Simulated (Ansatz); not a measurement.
# Σ11 (113) boundary in fcc Al, starting shift (0.33, 0): structure and resistance

How much does the Σ11 (113) boundary in fcc Al, starting shift (0.33, 0) reflect electrons?

Program: Ansatz 0.2.0. Level of theory: Ansatz plane-wave DFT, PBE, PAW files; relaxation of a bicrystal slab with its lowest layers held; PAW set soft_1, in the first sound run; inputs show where later runs differ. Results are calculated unless marked as measured.

## Step 1: The structure

The cell holds 16 atoms: 16 Al. Cell: a = 2.862 Å, b = 4.958 Å, c = 29.308 Å, α = 90.0°, β = 90.0°, γ = 73.2°. It derives from Al. built on the (1 1 3) plane; 1 overlapping atoms removed and the grains opened by 0 Å. Vacuum lies along c.

## Step 2: Relaxing the bicrystal

The boundary is built by mirroring the lower grain in the boundary plane and removing any atoms that overlap. A thin bicrystal slab is relaxed first, with the lowest layers held and the upper grain free to shift and open.

File input.yaml:

```yaml
crystal:
  lattice:
    - [2.862347037, 0.0, 0.0]
    - [1.4311735185, 4.7466655708, 0.0]
    - [0.0, 0.0, 29.3076331625]
  atoms:
    - { symbol: Al, position: [0.6363636364, 0.7272727272, 0.1706040188] }
    - { symbol: Al, position: [0.3636363637, 0.2727272727, 0.2122487627] }
    - { symbol: Al, position: [0.0909090909, 0.8181818181, 0.2538935066] }
    - { symbol: Al, position: [0.8181818182, 0.3636363636, 0.2955382505] }
    - { symbol: Al, position: [0.5454545455, 0.9090909091, 0.3371829945] }
    - { symbol: Al, position: [0.2727272727, 0.4545454545, 0.3788277384] }
    - { symbol: Al, position: [0.0, 0.0, 0.4204724823] }
    - { symbol: Al, position: [0.6027272727, 0.4545454545, 0.4621172262] }
    - { symbol: Al, position: [0.8754545455, 0.9090909091, 0.5037619701] }
    - { symbol: Al, position: [0.1481818182, 0.3636363636, 0.545406714] }
    - { symbol: Al, position: [0.4209090909, 0.8181818181, 0.5870514579] }
    - { symbol: Al, position: [0.6936363637, 0.2727272727, 0.6286962018] }
    - { symbol: Al, position: [0.9663636364, 0.7272727272, 0.6703409457] }
    - { symbol: Al, position: [0.2390909091, 0.1818181817, 0.7119856896] }
    - { symbol: Al, position: [0.5118181819, 0.6363636363, 0.7536304335] }
    - { symbol: Al, position: [0.7845454546, 0.0909090908, 0.7952751774] }
kpoints:
  mp_grid: { grid: [9, 9, 1] }
hamiltonian:
  xc: pbe
  pseudopotentials: { kind: paw, azcp: { folder: soft_1 } }
scf:
  occupations: { method: fermi_dirac, width: 0.1 }
relax:
  f_tol: 0.03
  max_steps: 80
  constraints: [{ sites: [0, 1, 2] }]
```

Launch:

```bash
ansatz run input.yaml --threads 4 --pin off --max-ram 15360MiB --backend cpu --events-out ev --progress --plain --runs-dir out
```

Numbers of over 12 decimals in the logs are rounded to 6 here.

The program printed:

```text
Engine: ansatz 0.2.0, aarch64-unknown-linux-gnu
Pseudopotentials: kind: paw
Pseudopotential: Al, paw, valence charge 3, recommended cutoff 420 eV (normal), soft_1/Al.paw.azcp
Functional definition: PBE
  parameter kappa = 0.804
  parameter beta = 0.066725
  exchange = pbe_x(kappa = kappa, mu = beta*pi^2/3)
  correlation = pbe_c(beta = beta)
Crystal: 16 atoms, lattice volume = 398.191 Å³
Basis set: ecut = 420 eV, 7835 PW (Γ), exchange–correlation on 40×72×400 points (8 copies of the dense FFT grid, shifted against one another)
Bands: 40, of which v1, the nominal top of the filled ones, is band 24 counted from 1 (23 counted from 0)
Symmetry: 1 space group operations
Space group: P1 (ITA 1), of the structure as read, at distance tolerance 7.4e-5 Å
k-points: 41 of 81 (time reversal used)
Non-local potential: Al, projectors of the file, l = 0: 2, l = 1: 2, l = 2: 1
PAW form: soft (Blöchl's): semilocal exchange-correlation on the pseudo side does not see the compensation charge
PAW one-centre angular grid: Al, 110 points (default); XC on 64 Gauss nodes
Initial density: superposition of atomic densities (neutral atoms: chi_scale 0, normalization atom)
Initial wavefunctions: pseudopotential atomic-orbital guess
Functional: x = pbe(κ = 0.804, μ = 0.219515), c = pbe(β = 0.066725)
SCF iter   1: F=—  HF=-8599.752526 eV  |F-HF|=—  |Δ(HF+E_count)|=         —  Δρ=2.16e-2  dr2=2.97e1  ethr=3.10e-3  ⟨swp⟩=9.6  Hψ=10150  notcnv=0  defer=19
preconditioner: auto → LDOS  [metal: Δε(μ)=0.024 eV  Ē_g=6.702 eV  σ=0.100 eV  W_gap=0.06  n_scr=42 (ndim 8)  ℏωp=12.9 eV  f_vac=0.231  D(μ)=7.10/eV (n_scr^D=38)  β→1.0]
SCF iter   2: F=—  HF=-8598.055235 eV  |F-HF|=—  |Δ(HF+E_count)|=    1.70e0  Δρ=7.49e-3  dr2=9.31e-1  ethr=3.10e-3  ⟨swp⟩=5.9  Hψ=4672  notcnv=0  defer=80
SCF iter   3: F=—  HF=-8598.015850 eV  |F-HF|=—  |Δ(HF+E_count)|=   3.94e-2  Δρ=1.80e-3  dr2=6.19e-2  ethr=1.94e-3  ⟨swp⟩=4.5  Hψ=3140  notcnv=0  defer=77
SCF iter   4: F=—  HF=-8598.008752 eV  |F-HF|=—  |Δ(HF+E_count)|=   7.10e-3  Δρ=3.77e-4  dr2=8.66e-4  ethr=1.29e-4  ⟨swp⟩=2.8  Hψ=2784  notcnv=0  defer=74
SCF iter   5: F=—  HF=-8598.008990 eV  |F-HF|=—  |Δ(HF+E_count)|=   2.38e-4  Δρ=1.00e-4  dr2=1.13e-4  ethr=1.80e-6  ⟨swp⟩=2.5  Hψ=2896  notcnv=0  defer=73
SCF iter   6: F=-8598.008991 eV  HF=-8598.008993 eV  |F-HF|=1.76e-6  |Δ(HF+E_count)|=   3.27e-6  Δρ=1.90e-5  dr2=4.02e-6  ethr=4.69e-8  ⟨swp⟩=3.3  Hψ=6517  notcnv=0
SCF 1 converged in 6 iterations: F = -8598.008991 eV  dr2 = 4.02e-6
  greatest PAW one-centre occupation: 0.488 electrons in one spin orbital (limit 2), on the Al atom at site 15 (counted from 0), in its partial waves of l = 0
relax step   1: F+E_penalty+E_count = -8598.00899118 eV  Δ(F+E_penalty+E_count) = +0.000e0 eV  max|allowed force component| = 1.091e0 eV/Å  Δτ_max = 0.0000 Å  (6 SCF iters, dr2 threshold 2.25e-5 eV, accepted)
Initial density: handed on by an earlier stage of this run
Initial wavefunctions: those handed on with the density
iter 1 solved again at ethr=9.55e-4 eV; its pass at ethr=3.10e-3 eV (dr2=4.59e-1 eV) is discarded
SCF iter   1: F=—  HF=-8598.249154 eV  |F-HF|=—  |Δ(HF+E_count)|=         —  Δρ=2.95e-3  dr2=3.70e-1  ethr=9.55e-4  ⟨swp⟩=1.3  Hψ=6679  notcnv=0  defer=78
eigensolver tolerance schedule: the retry pair's looser diagonalisation over-reported the residual by 0.24 of it (diagonalisation noise at 0.12 of the residual, at the tolerance the schedule requests for it); recorded, not acted on — ethr = c·dr2/N_el stays at c = 1.0e-1
preconditioner: auto → LDOS  [metal: Δε(μ)=0.056 eV  Ē_g=6.580 eV  σ=0.100 eV  W_gap=0.14  n_scr=42 (ndim 8)  ℏωp=12.9 eV  f_vac=0.244  D(μ)=6.53/eV (n_scr^D=38)  β→1.0]
SCF iter   2: F=—  HF=-8598.220185 eV  |F-HF|=—  |Δ(HF+E_count)|=   2.90e-2  Δρ=1.18e-3  dr2=1.60e-2  ethr=7.71e-4  ⟨swp⟩=2.5  Hψ=2283  notcnv=0  defer=76
SCF iter   3: F=—  HF=-8598.217657 eV  |F-HF|=—  |Δ(HF+E_count)|=   2.53e-3  Δρ=2.49e-4  dr2=1.16e-3  ethr=3.33e-5  ⟨swp⟩=2.1  Hψ=2625  notcnv=0  defer=76
SCF iter   4: F=—  HF=-8598.217420 eV  |F-HF|=—  |Δ(HF+E_count)|=   2.36e-4  Δρ=4.86e-5  dr2=2.89e-5  ethr=2.42e-6  ⟨swp⟩=2.2  Hψ=2460  notcnv=0  defer=76
SCF iter   5: F=-8598.217425 eV  HF=-8598.217425 eV  |F-HF|=1.33e-7  |Δ(HF+E_count)|=   4.80e-6  Δρ=1.24e-5  dr2=8.95e-7  ethr=6.01e-8  ⟨swp⟩=4.0  Hψ=4847  notcnv=0
SCF 2 converged in 5 iterations: F = -8598.217425 eV  dr2 = 8.95e-7
  greatest PAW one-centre occupation: 0.487 electrons in one spin orbital (limit 2), on the Al atom at site 0 (counted from 0), in its partial waves of l = 0
relax step   2: F+E_penalty+E_count = -8598.21742479 eV  Δ(F+E_penalty+E_count) = -2.084e-1 eV  max|allowed force component| = 2.675e-1 eV/Å  Δτ_max = 0.1083 Å  (5 SCF iters, dr2 threshold 7.44e-5 eV, accepted)
iter 1 solved again at ethr=3.95e-4 eV; its pass at ethr=3.10e-3 eV (dr2=1.90e-1 eV) is discarded
SCF iter   1: F=—  HF=-8598.272161 eV  |F-HF|=—  |Δ(HF+E_count)|=         —  Δρ=3.15e-3  dr2=1.43e-1  ethr=3.95e-4  ⟨swp⟩=1.3  Hψ=7547  notcnv=0  defer=67
preconditioner: auto → LDOS  [metal: Δε(μ)=0.007 eV  Ē_g=6.561 eV  σ=0.100 eV  W_gap=0.02  n_scr=42 (ndim 8)  ℏωp=12.9 eV  f_vac=0.243  D(μ)=6.61/eV (n_scr^D=38)  β→1.0]
SCF iter   2: F=—  HF=-8598.259027 eV  |F-HF|=—  |Δ(HF+E_count)|=   1.31e-2  Δρ=5.99e-4  dr2=3.63e-3  ethr=2.97e-4  ⟨swp⟩=2.2  Hψ=2097  notcnv=0  defer=67
SCF iter   3: F=—  HF=-8598.258837 eV  |F-HF|=—  |Δ(HF+E_count)|=   1.90e-4  Δρ=1.58e-4  dr2=2.90e-4  ethr=7.57e-6  ⟨swp⟩=2.3  Hψ=2621  notcnv=0  defer=68
SCF iter   4: F=—  HF=-8598.258789 eV  |F-HF|=—  |Δ(HF+E_count)|=   4.82e-5  Δρ=3.29e-5  dr2=5.64e-6  ethr=6.05e-7  ⟨swp⟩=2.4  Hψ=2601  notcnv=0  defer=69
SCF iter   5: F=-8598.258791 eV  HF=-8598.258791 eV  |F-HF|=5.29e-8  |Δ(HF+E_count)|=   1.87e-6  Δρ=9.14e-6  dr2=3.88e-7  ethr=9.31e-9  ⟨swp⟩=4.9  Hψ=5474  notcnv=0
SCF 3 converged in 5 iterations: F = -8598.258791 eV  dr2 = 3.88e-7
  greatest PAW one-centre occupation: 0.488 electrons in one spin orbital (limit 2), on the Al atom at site 0 (counted from 0), in its partial waves of l = 0
relax step   3: F+E_penalty+E_count = -8598.25879093 eV  Δ(F+E_penalty+E_count) = -4.137e-2 eV  max|allowed force component| = 4.100e-2 eV/Å  Δτ_max = 0.1408 Å  (5 SCF iters, dr2 threshold 4.47e-6 eV, accepted)
[...]
relax step   4: F+E_penalty+E_count = -8598.27038095 eV  Δ(F+E_penalty+E_count) = -1.159e-2 eV  max|allowed force component| = 4.644e-2 eV/Å  Δτ_max = 0.1309 Å  (6 SCF iters, accepted)
[...]
relax step   5: F+E_penalty+E_count = -8598.27764767 eV  Δ(F+E_penalty+E_count) = -7.267e-3 eV  max|allowed force component| = 5.866e-2 eV/Å  Δτ_max = 0.1603 Å  (6 SCF iters, accepted)
[...]
relax step   6: F+E_penalty+E_count = -8598.28416525 eV  Δ(F+E_penalty+E_count) = -6.518e-3 eV  max|allowed force component| = 2.289e-2 eV/Å  Δτ_max = 0.0813 Å  (5 SCF iters, dr2 threshold 3.44e-6 eV, accepted)
[...]
relax step   7: F+E_penalty+E_count = -8598.28416606 eV  Δ(F+E_penalty+E_count) = -8.164e-7 eV  max|allowed force component| = 2.278e-2 eV/Å  Δτ_max = 0.0000 Å  (3 SCF iters, accepted)
[...]
relax step   8: F+E_penalty+E_count = -8598.28951532 eV  Δ(F+E_penalty+E_count) = -5.349e-3 eV  max|allowed force component| = 9.515e-3 eV/Å  Δτ_max = 0.1954 Å  (6 SCF iters, accepted)
[...]
relax step   9: F+E_penalty+E_count = -8598.29028130 eV  Δ(F+E_penalty+E_count) = -7.660e-4 eV  max|allowed force component| = 7.614e-3 eV/Å  Δτ_max = 0.0607 Å  (6 SCF iters, accepted)
SCF iter   1: F=—  HF=-8598.295523 eV  |F-HF|=—  |Δ(HF+E_count)|=         —  Δρ=2.06e-3  dr2=5.41e-2  ethr=9.76e-4  ⟨swp⟩=3.9  Hψ=4756  notcnv=0  defer=73
preconditioner: auto → LDOS  [metal: Δε(μ)=0.035 eV  Ē_g=6.563 eV  σ=0.100 eV  W_gap=0.09  n_scr=42 (ndim 8)  ℏωp=12.9 eV  f_vac=0.244  D(μ)=6.41/eV (n_scr^D=36)  β→1.0]
SCF iter   2: F=—  HF=-8598.291856 eV  |F-HF|=—  |Δ(HF+E_count)|=   3.67e-3  Δρ=3.79e-4  dr2=4.56e-2  ethr=1.13e-4  ⟨swp⟩=2.1  Hψ=2381  notcnv=0  defer=73
SCF iter   3: F=—  HF=-8598.291346 eV  |F-HF|=—  |Δ(HF+E_count)|=   5.10e-4  Δρ=1.06e-4  dr2=3.20e-3  ethr=9.50e-5  ⟨swp⟩=1.3  Hψ=1584  notcnv=0  defer=73
SCF iter   4: F=—  HF=-8598.291115 eV  |F-HF|=—  |Δ(HF+E_count)|=   2.31e-4  Δρ=1.73e-5  dr2=7.99e-6  ethr=6.67e-6  ⟨swp⟩=1.6  Hψ=2009  notcnv=0  defer=73
SCF iter   5: F=—  HF=-8598.291073 eV  |F-HF|=—  |Δ(HF+E_count)|=   4.23e-5  Δρ=7.28e-6  dr2=3.77e-6  ethr=1.66e-8  ⟨swp⟩=2.2  Hψ=2690  notcnv=0  defer=73
SCF iter   6: F=-8598.291073 eV  HF=-8598.291073 eV  |F-HF|=3.61e-9  |Δ(HF+E_count)|=   1.44e-7  Δρ=1.91e-6  dr2=4.00e-8  ethr=2.08e-10  ⟨swp⟩=4.6  Hψ=6433  notcnv=0
SCF 10 converged in 6 iterations: F = -8598.291073 eV  dr2 = 4.00e-8
relax step  10: F+E_penalty+E_count = -8598.29107274 eV  Δ(F+E_penalty+E_count) = -7.914e-4 eV  max|allowed force component| = 1.493e-2 eV/Å  Δτ_max = 0.0896 Å  (6 SCF iters, accepted)
SCF converged after 6 iterations
Free energy (F): -8598.291073 eV
Harris-Foulkes:  -8598.291073 eV  (|F-HF|=3.61e-9)
Internal energy: -8598.074236 eV  (E = F + TS)
E sigma→0 (E₀):  -8598.182654 eV
Entropy (-TS):   -0.216837 eV (-13.552 meV/atom)
Fermi energy:    3.896321 eV
--- Per-component energies (eV) ---
  E_band       = -17.170053
  E_kinetic    = 351.148809
  E_local      = -7969.763465  (includes V_loc(G=0)·N_el)
  E_nonlocal   = 161.189479
  E_hartree    = 3977.732142
  E_xc         = -597.553740
  E_vxc        = -459.337642  (∫ρ·V_xc dr)
  E_paw        = -7510.346893  (= ΣΔE_a)
  E_vpaw       = -55.869633  (= ΣTr[D̂ρ^β])
  E_aug_tail   = -0.000034  (compensation charges beyond the density's cutoff)
  E_ewald      = 2989.519467
  E_smearing   = -0.216837  (= −TS)
  E_closure    = 0.000000  (closes the sum)
  Σ components = -8598.291073   (vs F -8598.291073, Δ=0.00e0)
--- Forces (eV/Å), atoms counted from 1 ---
  atom   1  Al     0.00129308     0.01604263     0.15766674
  atom   2  Al    -0.00099181     0.04791999    -0.22594257
  atom   3  Al    -0.00229882    -0.04162018     0.06762285
  atom   4  Al     0.00014509    -0.00050621    -0.00240827
  atom   5  Al    -0.00384251    -0.00073536    -0.00096591
  atom   6  Al    -0.00603935    -0.00261259     0.00090224
  atom   7  Al    -0.00138025    -0.00337316     0.00081523
  atom   8  Al     0.00549933    -0.00226285     0.00072397
  atom   9  Al    -0.00179112     0.00530556     0.00033188
  atom  10  Al     0.00213679    -0.00501261    -0.00057992
  atom  11  Al     0.00388395    -0.00135356     0.00765988
  atom  12  Al     0.00412036    -0.00279055     0.00165886
  atom  13  Al    -0.00076594    -0.00571758    -0.00567433
  atom  14  Al     0.00021597     0.00287702    -0.01493441
  atom  15  Al     0.00007014    -0.00176767     0.00997253
  atom  16  Al    -0.00029409    -0.00440247     0.00317874
  max |Σ_I F_I| component: 3.92e-5 eV/Å
--- Relaxed structure (10 steps of the walk, 10 accepted, 0 SCFs on fresh bases) ---
  F+E_penalty+E_count = -8598.29107274 eV   max|allowed force component| = 1.493e-2 eV/Å
  atoms:
    - { symbol: Al, position: [0.636364, 0.727273, 0.170604] }
    - { symbol: Al, position: [0.363636, 0.272727, 0.212249] }
    - { symbol: Al, position: [0.090909, 0.818182, 0.253894] }
    - { symbol: Al, position: [0.818309, 0.361682, 0.295648] }
    - { symbol: Al, position: [0.545331, 0.909041, 0.335919] }
    - { symbol: Al, position: [0.267872, 0.458423, 0.377929] }
    - { symbol: Al, position: [-0.00460867, 0.00713099, 0.417502] }
    - { symbol: Al, position: [0.707528, 0.554727, 0.462097] }
    - { symbol: Al, position: [0.960306, 1.019238, 0.508886] }
    - { symbol: Al, position: [0.234544, 0.476116, 0.546506] }
    - { symbol: Al, position: [0.505434, 0.927706, 0.590555] }
    - { symbol: Al, position: [0.777732, 0.384045, 0.629236] }
    - { symbol: Al, position: [1.051131, 0.837474, 0.672738] }
    - { symbol: Al, position: [0.320538, 0.298795, 0.711104] }
    - { symbol: Al, position: [0.590300, 0.759453, 0.757896] }
    - { symbol: Al, position: [0.860170, 0.219877, 0.793429] }
```

Elapsed: 1.8 min, on 4 threads of Arm Neoverse V1, shared host; peak memory 1 GiB; 7 min of CPU time.

Step by step:

```
step  energy less that of the first step (eV)  largest force component (eV/Å)
   1                                   0.0000                          1.0910
   2                                  -0.2084                          0.2675
   3                                  -0.2498                          0.0410
   4                                  -0.2614                          0.0464
   5                                  -0.2687                          0.0587
   6                                  -0.2752                          0.0229
   7                                  -0.2752                          0.0228
   8                                  -0.2805                          0.0095
   9                                  -0.2813                          0.0076
  10                                  -0.2821                          0.0149
```

The atoms that moved most (Å):

```
atom     dx     dy      dz  length
Al16  0.401  0.612  -0.054   0.734
Al15  0.401  0.584   0.125   0.719
Al14  0.401  0.555  -0.026   0.685
 Al9  0.401  0.523   0.150   0.676
Al10  0.408  0.534   0.032   0.673
Al11  0.399  0.520   0.103   0.663
Al12  0.400  0.528   0.016   0.663
Al13  0.400  0.523   0.070   0.662
```

The relaxed structure:

```cif
data_structure
_symmetry_space_group_name_H-M 'P 1'
_symmetry_Int_Tables_number 1
_cell_length_a 2.8623
_cell_length_b 4.9577
_cell_length_c 29.3076
_cell_angle_alpha 90.000
_cell_angle_beta 90.000
_cell_angle_gamma 73.221
_cell_volume 398.19
loop_
_atom_site_label
_atom_site_type_symbol
_atom_site_fract_x
_atom_site_fract_y
_atom_site_fract_z
_atom_site_occupancy
Al1 Al 0.63636 0.72727 0.17060 1
Al2 Al 0.36364 0.27273 0.21225 1
Al3 Al 0.09091 0.81818 0.25389 1
Al4 Al 0.81831 0.36168 0.29565 1
Al5 Al 0.54533 0.90904 0.33592 1
Al6 Al 0.26787 0.45842 0.37793 1
Al7 Al 0.99539 0.00713 0.41750 1
Al8 Al 0.70753 0.55473 0.46210 1
Al9 Al 0.96031 0.01924 0.50889 1
Al10 Al 0.23454 0.47612 0.54651 1
Al11 Al 0.50543 0.92771 0.59056 1
Al12 Al 0.77773 0.38404 0.62924 1
Al13 Al 0.05113 0.83747 0.67274 1
Al14 Al 0.32054 0.29880 0.71110 1
Al15 Al 0.59030 0.75945 0.75790 1
Al16 Al 0.86017 0.21988 0.79343 1
```

This step gave:

```yaml
free_energy: -8598.2911 eV
energy_at_zero_smearing: -8598.1827 eV
fermi_energy: 3.896 eV
```

The largest force component on a free atom ends at 0.015 eV/Å, under the tolerance of 0.03, after 10 steps.

[end of part 1 of 3]

[Logs are printed without paths, hosts, clocks, repeated set-up lines and the standing remarks that a program may print on its own settings, such as how far it seeks lower states.]

[Hosts, paths, dates, database ids (printed as entryN), source tags and the programs' standing remarks are cut or masked in the printed files.]
